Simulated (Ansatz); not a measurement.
# Ba on W(100): change of the work function, part 2 of 4

How does Ba on the hollow site change the work function of W(100) as the layer fills?

Ansatz 0.2.0; plane-wave DFT, PBE, Ansatz PAW.

So far, work function, upper face (eV): step 2 (the clean slab) 4.14.

## Step 3: The covered slab, k-mesh 4×4×1, coverage 0.111 ML

System of this step: BaW45 (Ba/W(100)). The cell holds 46 atoms: 45 W and 1 Ba. Cell: a = 9.480 Å, b = 9.480 Å, c = 27.410 Å, α = 90.0°, β = 90.0°, γ = 90.0°. Vacuum lies along c.

The clean slab as it ended is repeated in the plane and the adsorbate is set on one face; the cell's size fixes the coverage, and the k-mesh shrinks with it to keep the sampling density about even. Adsorbate and upper layers relax, since the dipole depends on the height.

File input.yaml:

```yaml
crystal:
  lattice:
    - [9.48, 0.0, 0.0]
    - [0.0, 9.48, 0.0]
    - [0.0, 0.0, 27.4100000178]
  atoms:
    - { symbol: W, position: [0.0, 0.0, 0.3283473183] }
    - { symbol: W, position: [0.1666666667, 0.1666666667, 0.3859905141] }
    - { symbol: W, position: [0.0, 0.0, 0.4436033768] }
    - { symbol: W, position: [0.1666666667, 0.1666666667, 0.5036040102] }
    - { symbol: W, position: [0.0, 0.0, 0.5557900879] }
    - { symbol: W, position: [0.0, 0.3333333333, 0.3283473183] }
    - { symbol: W, position: [0.1666666667, 0.5, 0.3859905141] }
    - { symbol: W, position: [0.0, 0.3333333333, 0.4436033768] }
    - { symbol: W, position: [0.1666666667, 0.5, 0.5036040102] }
    - { symbol: W, position: [0.0, 0.3333333333, 0.5557900879] }
    - { symbol: W, position: [0.0, 0.6666666667, 0.3283473183] }
    - { symbol: W, position: [0.1666666667, 0.8333333333, 0.3859905141] }
    - { symbol: W, position: [0.0, 0.6666666667, 0.4436033768] }
    - { symbol: W, position: [0.1666666667, 0.8333333333, 0.5036040102] }
    - { symbol: W, position: [0.0, 0.6666666667, 0.5557900879] }
    - { symbol: W, position: [0.3333333333, 0.0, 0.3283473183] }
    - { symbol: W, position: [0.5, 0.1666666667, 0.3859905141] }
    - { symbol: W, position: [0.3333333333, 0.0, 0.4436033768] }
    - { symbol: W, position: [0.5, 0.1666666667, 0.5036040102] }
    - { symbol: W, position: [0.3333333333, 0.0, 0.5557900879] }
    - { symbol: W, position: [0.3333333333, 0.3333333333, 0.3283473183] }
    - { symbol: W, position: [0.5, 0.5, 0.3859905141] }
    - { symbol: W, position: [0.3333333333, 0.3333333333, 0.4436033768] }
    - { symbol: W, position: [0.5, 0.5, 0.5036040102] }
    - { symbol: W, position: [0.3333333333, 0.3333333333, 0.5557900879] }
    - { symbol: W, position: [0.3333333333, 0.6666666667, 0.3283473183] }
    - { symbol: W, position: [0.5, 0.8333333333, 0.3859905141] }
    - { symbol: W, position: [0.3333333333, 0.6666666667, 0.4436033768] }
    - { symbol: W, position: [0.5, 0.8333333333, 0.5036040102] }
    - { symbol: W, position: [0.3333333333, 0.6666666667, 0.5557900879] }
    - { symbol: W, position: [0.6666666667, 0.0, 0.3283473183] }
    - { symbol: W, position: [0.8333333333, 0.1666666667, 0.3859905141] }
    - { symbol: W, position: [0.6666666667, 0.0, 0.4436033768] }
    - { symbol: W, position: [0.8333333333, 0.1666666667, 0.5036040102] }
    - { symbol: W, position: [0.6666666667, 0.0, 0.5557900879] }
    - { symbol: W, position: [0.6666666667, 0.3333333333, 0.3283473183] }
    - { symbol: W, position: [0.8333333333, 0.5, 0.3859905141] }
    - { symbol: W, position: [0.6666666667, 0.3333333333, 0.4436033768] }
    - { symbol: W, position: [0.8333333333, 0.5, 0.5036040102] }
    - { symbol: W, position: [0.6666666667, 0.3333333333, 0.5557900879] }
    - { symbol: W, position: [0.6666666667, 0.6666666667, 0.3283473183] }
    - { symbol: W, position: [0.8333333333, 0.8333333333, 0.3859905141] }
    - { symbol: W, position: [0.6666666667, 0.6666666667, 0.4436033768] }
    - { symbol: W, position: [0.8333333333, 0.8333333333, 0.5036040102] }
    - { symbol: W, position: [0.6666666667, 0.6666666667, 0.5557900879] }
    - { symbol: Ba, position: [0.1666666667, 0.1666666667, 0.6716526817] }
kpoints:
  mp_grid: { grid: [4, 4, 1] }
hamiltonian:
  xc: pbe
scf:
  occupations: { method: fermi_dirac, width: 0.1 }
  convergence: { dr2_threshold: 1.0e-08 }
efield:
  axis: 3
  dipole_correction: true
  ramp_position: 0.97
  ramp_width: 0.06
relax:
  f_tol: 0.02
  max_steps: 60
  constraints:
    - { sites: [0, 1, 5, 6, 10, 11, 15, 16, 20, 21, 25, 26, 30, 31, 35, 36, 40, 41] }
output:
  write_potential: true
  write_density: true
  volumetric_format: npy
```

On the command line:

```
ansatz run input.yaml --threads 4 --pin off --max-ram 16384MiB --backend cpu --events-out ev --progress --plain --runs-dir out
```

Numbers of over 12 decimals in the logs are rounded to 6 here.

What it wrote:

```text
[...]
Crystal: 46 atoms, lattice volume = 2463.348 Å³
Basis set: ecut = 420 eV, 48107 PW (Γ), exchange–correlation on 128×128×384 points (8 copies of the dense FFT grid, shifted against one another)
Bands: 384, of which v1, the nominal top of the filled ones, is band 320 counted from 1 (319 counted from 0)
Symmetry: 8 space group operations
[...]
k-points: 6 of 16
[...]
SCF iter   1: F=—  HF=-473222.239715 eV  |F-HF|=—  |Δ(HF+E_count)|=         —  Δρ=7.38e-3  dr2=1.93e1  ethr=1.77e-3  p=1.052 e·Å  D=7.73e-2 V/Å  ΔV_dip=-2.12 eV  dr2_dipole=6.48e0  V_vac-E_F(+/−)=2.33/4.45 eV  ⟨swp⟩=12.2  Hψ=12992  notcnv=0
[...]
SCF iter  11: F=-473221.789631 eV  HF=-473221.789631 eV  |F-HF|=8.09e-9  |Δ(HF+E_count)|=   1.27e-8  Δρ=2.32e-7  dr2=4.48e-9  ethr=1.56e-12  p=0.994 e·Å  D=7.30e-2 V/Å  ΔV_dip=-2.00 eV  dr2_dipole=7.89e-10  V_vac-E_F(+/−)=2.24/4.24 eV  ⟨swp⟩=11.5  Hψ=17033  notcnv=0
SCF 1 converged in 11 iterations: F = -473221.789631 eV  dr2 = 4.48e-9
[...]
relax step   1: F+E_penalty+E_count = -473221.78963060 eV  Δ(F+E_penalty+E_count) = +0.000e0 eV  max|allowed force component| = 1.375e0 eV/Å  Δτ_max = 0.0000 Å  (11 SCF iters, accepted)
[...]
iter 1 solved again at ethr=8.25e-5 eV; its pass at ethr=3.10e-3 eV (dr2=5.28e-1 eV) is discarded
SCF iter   1: F=—  HF=-473222.113733 eV  |F-HF|=—  |Δ(HF+E_count)|=         —  Δρ=2.14e-3  dr2=7.39e-1  ethr=8.25e-5  p=0.994 e·Å  D=7.30e-2 V/Å  ΔV_dip=-2.00 eV  dr2_dipole=1.75e-1  V_vac-E_F(+/−)=2.26/4.26 eV  ⟨swp⟩=2.0  Hψ=7969  notcnv=0
[...]
eigensolver tolerance schedule calibrated: the retry pair's looser diagonalisation under-reported the residual by θ = 0.29 (0.18/decade); ethr = c·dr2/N_el runs at the constant in force after the calibration composes with the one it found (an armed cap, an earlier calibration), c = 3.0e-2
[...]
SCF iter   2: F=—  HF=-473222.073586 eV  |F-HF|=—  |Δ(HF+E_count)|=   4.01e-2  Δρ=1.28e-3  dr2=1.25e-1  ethr=3.52e-5  p=0.923 e·Å  D=6.78e-2 V/Å  ΔV_dip=-1.86 eV  dr2_dipole=1.21e-4  V_vac-E_F(+/−)=2.39/4.24 eV  ⟨swp⟩=3.2  Hψ=4240  notcnv=0
[...]
SCF iter  10: F=-473222.060967 eV  HF=-473222.060967 eV  |F-HF|=1.92e-9  |Δ(HF+E_count)|=   3.60e-8  Δρ=2.06e-7  dr2=2.64e-9  ethr=1.00e-12  p=0.925 e·Å  D=6.79e-2 V/Å  ΔV_dip=-1.86 eV  dr2_dipole=1.27e-10  V_vac-E_F(+/−)=2.38/4.24 eV  ⟨swp⟩=11.3  Hψ=16036  notcnv=0
SCF 2 converged in 10 iterations: F = -473222.060967 eV  dr2 = 2.64e-9
relax step   2: F+E_penalty+E_count = -473222.06096728 eV  Δ(F+E_penalty+E_count) = -2.713e-1 eV  max|allowed force component| = 1.086e0 eV/Å  Δτ_max = 0.1973 Å  (10 SCF iters, accepted)
SCF iter   1: F=—  HF=-473222.304643 eV  |F-HF|=—  |Δ(HF+E_count)|=         —  Δρ=2.38e-3  dr2=1.65e0  ethr=1.05e-3  p=0.925 e·Å  D=6.79e-2 V/Å  ΔV_dip=-1.86 eV  dr2_dipole=4.32e-1  V_vac-E_F(+/−)=2.40/4.26 eV  ⟨swp⟩=6.2  Hψ=5638  notcnv=0
[...]
SCF iter  10: F=-473222.259798 eV  HF=-473222.259797 eV  |F-HF|=1.15e-8  |Δ(HF+E_count)|=   2.46e-8  Δρ=2.41e-7  dr2=2.50e-9  ethr=1.56e-12  p=0.849 e·Å  D=6.24e-2 V/Å  ΔV_dip=-1.71 eV  dr2_dipole=6.06e-11  V_vac-E_F(+/−)=2.53/4.24 eV  ⟨swp⟩=11.2  Hψ=16789  notcnv=0
SCF 3 converged in 10 iterations: F = -473222.259798 eV  dr2 = 2.50e-9
relax step   3: F+E_penalty+E_count = -473222.25979751 eV  Δ(F+E_penalty+E_count) = -1.988e-1 eV  max|allowed force component| = 6.811e-1 eV/Å  Δτ_max = 0.1951 Å  (10 SCF iters, accepted)
[...]
relax step   4: F+E_penalty+E_count = -473222.38625613 eV  Δ(F+E_penalty+E_count) = -1.265e-1 eV  max|allowed force component| = 2.641e-1 eV/Å  Δτ_max = 0.1916 Å  (10 SCF iters, accepted)
[...]
relax step   5: F+E_penalty+E_count = -473222.51260757 eV  Δ(F+E_penalty+E_count) = -1.264e-1 eV  max|allowed force component| = 4.053e-1 eV/Å  Δτ_max = 0.1908 Å  (10 SCF iters, accepted)
[...]
relax step   6: F+E_penalty+E_count = -473222.69642326 eV  Δ(F+E_penalty+E_count) = -1.838e-1 eV  max|allowed force component| = 9.601e-1 eV/Å  Δτ_max = 0.1979 Å  (10 SCF iters, accepted)
[...]
relax step   7: F+E_penalty+E_count = -473222.86437999 eV  Δ(F+E_penalty+E_count) = -1.680e-1 eV  max|allowed force component| = 3.664e-1 eV/Å  Δτ_max = 0.2000 Å  (10 SCF iters, accepted)
[...]
relax step   8: F+E_penalty+E_count = -473222.87564348 eV  Δ(F+E_penalty+E_count) = -1.126e-2 eV  max|allowed force component| = 1.724e-1 eV/Å  Δτ_max = 0.0317 Å  (9 SCF iters, accepted)
[...]
relax step   9: F+E_penalty+E_count = -473222.88032204 eV  Δ(F+E_penalty+E_count) = -4.679e-3 eV  max|allowed force component| = 3.648e-2 eV/Å  Δτ_max = 0.0174 Å  (8 SCF iters, accepted)
SCF iter   1: F=—  HF=-473222.877405 eV  |F-HF|=—  |Δ(HF+E_count)|=         —  Δρ=1.56e-4  dr2=1.15e-3  ethr=9.73e-7  p=0.709 e·Å  D=5.21e-2 V/Å  ΔV_dip=-1.43 eV  dr2_dipole=8.84e-5  V_vac-E_F(+/−)=2.81/4.24 eV  ⟨swp⟩=2.2  Hψ=3628  notcnv=0
[...]
SCF iter   7: F=-473222.880590 eV  HF=-473222.880590 eV  |F-HF|=5.88e-9  |Δ(HF+E_count)|=   2.88e-8  Δρ=2.21e-7  dr2=3.21e-9  ethr=1.56e-12  p=0.709 e·Å  D=5.21e-2 V/Å  ΔV_dip=-1.43 eV  dr2_dipole=7.16e-12  V_vac-E_F(+/−)=2.81/4.24 eV  ⟨swp⟩=11.2  Hψ=16825  notcnv=0
SCF 10 converged in 7 iterations: F = -473222.880590 eV  dr2 = 3.21e-9
relax step  10: F+E_penalty+E_count = -473222.88058956 eV  Δ(F+E_penalty+E_count) = -2.675e-4 eV  max|allowed force component| = 1.602e-2 eV/Å  Δτ_max = 0.0051 Å  (7 SCF iters, accepted)
NSCF: frozen V_eff on 6 k-points
[...]
SCF converged after 7 iterations
Free energy (F): -473222.880590 eV
[...]
Internal energy: -473221.382038 eV  (E = F + TS)
E sigma→0 (E₀):  -473222.131314 eV
Entropy (-TS):   -1.498552 eV (-32.577 meV/atom)
Fermi energy:    4.306954 eV
Dipole field:    D = 0.052118 V/Å  (p = 0.709504 e·Å, saw-weighted, corrected)
Work function:   Φ+ = 2.8067 eV   Φ− = 4.2352 eV
[...]
--- Forces (eV/Å), atoms counted from 1 ---
  atom   1  W      0.03420513     0.03420513     1.28918591
  atom   2  W      0.00000000     0.00000000    -1.13320706
  atom   3  W      0.00687948     0.00687948     0.00307316
  atom   4  W      0.00000000     0.00000000    -0.01602414
  atom   5  W     -0.00198009    -0.00198009     0.00279697
  atom   6  W      0.03420513    -0.03420513     1.28918591
  atom   7  W      0.00000000    -0.09250644    -1.27663646
  atom   8  W      0.00687948    -0.00687948     0.00307316
  atom   9  W      0.00000000     0.00863440    -0.00394294
  atom  10  W     -0.00198009     0.00198009     0.00279697
  atom  11  W     -0.07960103     0.00000000     1.27884053
  atom  12  W      0.00000000     0.09250644    -1.27663646
  atom  13  W     -0.00365538     0.00000000     0.00182643
  atom  14  W      0.00000000    -0.00863440    -0.00394294
  atom  15  W      0.00539721     0.00000000    -0.00221330
  atom  16  W     -0.03420513     0.03420513     1.28918591
  atom  17  W     -0.09250644     0.00000000    -1.27663646
  atom  18  W     -0.00687948     0.00687948     0.00307316
  atom  19  W      0.00863440     0.00000000    -0.00394294
  atom  20  W      0.00198009    -0.00198009     0.00279697
  atom  21  W     -0.03420513    -0.03420513     1.28918591
  atom  22  W     -0.10708113    -0.10708113    -1.27083151
  atom  23  W     -0.00687948    -0.00687948     0.00307316
  atom  24  W     -0.00622510    -0.00622510    -0.00136676
  atom  25  W      0.00198009     0.00198009     0.00279697
  atom  26  W      0.07960103     0.00000000     1.27884053
  atom  27  W     -0.10708113     0.10708113    -1.27083151
  atom  28  W      0.00365538     0.00000000     0.00182643
  atom  29  W     -0.00622510     0.00622510    -0.00136676
  atom  30  W     -0.00539721     0.00000000    -0.00221330
  atom  31  W      0.00000000    -0.07960103     1.27884053
  atom  32  W      0.09250644     0.00000000    -1.27663646
  atom  33  W      0.00000000    -0.00365538     0.00182643
  atom  34  W     -0.00863440     0.00000000    -0.00394294
  atom  35  W      0.00000000     0.00539721    -0.00221330
  atom  36  W      0.00000000     0.07960103     1.27884053
  atom  37  W      0.10708113    -0.10708113    -1.27083151
  atom  38  W      0.00000000     0.00365538     0.00182643
  atom  39  W      0.00622510    -0.00622510    -0.00136676
  atom  40  W      0.00000000    -0.00539721    -0.00221330
  atom  41  W      0.00000000     0.00000000     1.07952049
  atom  42  W      0.10708113     0.10708113    -1.27083151
  atom  43  W      0.00000000     0.00000000     0.00392410
  atom  44  W      0.00622510     0.00622510    -0.00136676
  atom  45  W      0.00000000     0.00000000    -0.01336606
  atom  46  Ba    -0.00000000     0.00000000    -0.00379519
  max |Σ_I F_I| component: 1.98e-5 eV/Å
--- Band table (eV; the first three rows and the last of 6) ---
  k-point 0: bands = [... 316 lower, 4.3081, 4.3081, 4.3087, 4.3236, 4.3320, 4.3422, 4.3422, 4.4080, ... 60 higher]
  k-point 1: bands = [... 316 lower, 4.1153, 4.1252, 4.2961, 4.3264, 4.3403, 4.3602, 4.3731, 4.5464, ... 60 higher]
  k-point 2: bands = [... 316 lower, 4.1137, 4.1506, 4.2403, 4.2496, 4.3271, 4.3841, 4.4683, 4.4814, ... 60 higher]
  k-point 5: bands = [... 316 lower, 4.1595, 4.2641, 4.2641, 4.2667, 4.3034, 4.3601, 4.3601, 4.4442, ... 60 higher]
--- Relaxed structure (10 steps of the walk, 10 accepted, 0 SCFs on fresh bases) ---
  F+E_penalty+E_count = -473222.88058956 eV   max|allowed force component| = 1.602e-2 eV/Å
  atoms:
    - { symbol: W, position: [1.666665959832375e-11, 1.666665959832375e-11, 0.328347] }
    - { symbol: W, position: [0.166667, 0.166667, 0.385991] }
    - { symbol: W, position: [0.000929601, 0.000929601, 0.443818] }
    - { symbol: W, position: [0.166667, 0.166667, 0.507297] }
    - { symbol: W, position: [-0.017262, -0.017262, 0.556900] }
    - { symbol: W, position: [1.666665959832375e-11, 0.333333, 0.328347] }
    - { symbol: W, position: [0.166667, 0.500000, 0.385991] }
    - { symbol: W, position: [0.000929601, 0.332404, 0.443818] }
    - { symbol: W, position: [0.166667, 0.497030, 0.502410] }
    - { symbol: W, position: [-0.017262, 0.350596, 0.556900] }
    - { symbol: W, position: [1.666665959832375e-11, 0.666667, 0.328347] }
    - { symbol: W, position: [0.166667, 0.833333, 0.385991] }
    - { symbol: W, position: [0.000283476, 0.666667, 0.444179] }
    - { symbol: W, position: [0.166667, 0.836304, 0.502410] }
    - { symbol: W, position: [0.024322, 0.666667, 0.558832] }
    - { symbol: W, position: [0.333333, 1.666665959832375e-11, 0.328347] }
    - { symbol: W, position: [0.500000, 0.166667, 0.385991] }
    - { symbol: W, position: [0.332404, 0.000929601, 0.443818] }
    - { symbol: W, position: [0.497030, 0.166667, 0.502410] }
    - { symbol: W, position: [0.350596, -0.017262, 0.556900] }
    - { symbol: W, position: [0.333333, 0.333333, 0.328347] }
    - { symbol: W, position: [0.500000, 0.500000, 0.385991] }
    - { symbol: W, position: [0.332404, 0.332404, 0.443818] }
    - { symbol: W, position: [0.503219, 0.503219, 0.503143] }
    - { symbol: W, position: [0.350596, 0.350596, 0.556900] }
    - { symbol: W, position: [0.333333, 0.666667, 0.328347] }
    - { symbol: W, position: [0.500000, 0.833333, 0.385991] }
    - { symbol: W, position: [0.333050, 0.666667, 0.444179] }
    - { symbol: W, position: [0.503219, 0.830114, 0.503143] }
    - { symbol: W, position: [0.309011, 0.666667, 0.558832] }
    - { symbol: W, position: [0.666667, 1.666665959832375e-11, 0.328347] }
    - { symbol: W, position: [0.833333, 0.166667, 0.385991] }
    - { symbol: W, position: [0.666667, 0.000283476, 0.444179] }
    - { symbol: W, position: [0.836304, 0.166667, 0.502410] }
    - { symbol: W, position: [0.666667, 0.024322, 0.558832] }
    - { symbol: W, position: [0.666667, 0.333333, 0.328347] }
    - { symbol: W, position: [0.833333, 0.500000, 0.385991] }
    - { symbol: W, position: [0.666667, 0.333050, 0.444179] }
    - { symbol: W, position: [0.830114, 0.503219, 0.503143] }
    - { symbol: W, position: [0.666667, 0.309011, 0.558832] }
    - { symbol: W, position: [0.666667, 0.666667, 0.328347] }
    - { symbol: W, position: [0.833333, 0.833333, 0.385991] }
    - { symbol: W, position: [0.666667, 0.666667, 0.441804] }
    - { symbol: W, position: [0.830114, 0.830114, 0.503143] }
    - { symbol: W, position: [0.666667, 0.666667, 0.554850] }
    - { symbol: Ba, position: [0.166667, 0.166667, 0.644301] }
```

Elapsed: 50 min, on 4 threads of Arm Neoverse V1, shared host; peak memory 9.5 GiB.

Relaxation path:

| step | energy less that of the first step (eV) | largest force component (eV/Å) |
| --- | --- | --- |
| 1 | 0.0000 | 1.3747 |
| 2 | -0.2713 | 1.0855 |
| 3 | -0.4702 | 0.6811 |
| 4 | -0.5966 | 0.2641 |
| 5 | -0.7230 | 0.4053 |
| 6 | -0.9068 | 0.9601 |
| 7 | -1.0747 | 0.3664 |
| 8 | -1.0860 | 0.1724 |
| 9 | -1.0907 | 0.0365 |
| 10 | -1.0910 | 0.0160 |

Forces are held to the 8 operations that the run works with; a distortion that breaks them can't arise in this run.

The atoms that moved most (Å):

| atom | dx | dy | dz | length |
| --- | --- | --- | --- | --- |
| Ba46 | 0.000 | 0.000 | -0.750 | 0.750 |
| W30 | -0.231 | 0.000 | 0.083 | 0.245 |
| W40 | 0.000 | -0.231 | 0.083 | 0.245 |
| W15 | 0.231 | 0.000 | 0.083 | 0.245 |
| W35 | 0.000 | 0.231 | 0.083 | 0.245 |
| W5 | -0.164 | -0.164 | 0.030 | 0.233 |
| W20 | 0.164 | -0.164 | 0.030 | 0.233 |
| W10 | -0.164 | 0.164 | 0.030 | 0.233 |

Numbers from this step:

- energy at zero smearing: -473222.1313 eV
- work function, upper face: 2.807 eV
- work function, lower face: 4.235 eV
- dipole along the normal: 0.7095 e·Å
- step between the vacuum levels: -1.429 eV

Running mean over 1.58 Å of the planar mean; the ramp of the sawtooth is left out. Electron's electrostatic potential energy less the Fermi level against z:

| z (Å) | electron's electrostatic potential energy less the Fermi level (eV) |
| --- | --- |
| 4 | 4.23 |
| 5 | 4.23 |
| 6 | 4.14 |
| 7 | 3.40 |
| 8 | -2.57 |
| 9 | -11.3 |
| 10 | -12.3 |
| 11 | -12.6 |
| 12 | -12.6 |
| 13 | -12.2 |
| 14 | -13.0 |
| 15 | -12.7 |
| 16 | -5.90 |
| 17 | 1.23 |
| 18 | 1.70 |
| 19 | 2.47 |
| 20 | 2.77 |
| 21 | 2.80 |
| 22 | 2.81 |
| 23 | 2.81 |
| 24 | 2.81 |

The relaxation took 10 steps and lowered the energy by 1.1 eV; the largest force on the free atoms ends at 0.016 eV/Å.

The covered face has 2.81 eV, -1.33 eV against the clean one; the bare back face has moved by -0.02 eV, a measure of how thin the slab is.

(Continued in part 3 of 4.)

[Logs are printed without paths, hosts, clocks, repeated set-up lines and the standing remarks that a program may print on its own settings, such as how far it seeks lower states.]

[Hosts, paths, dates, database ids (printed as entryN), source tags and the programs' standing remarks are cut or masked in the printed files.]

[Maps of the electrostatic potential energy from Ansatz leave out the sawtooth potential of an applied field or a dipole correction, so their vacuum need not be flat; planar profiles and work functions include it.]
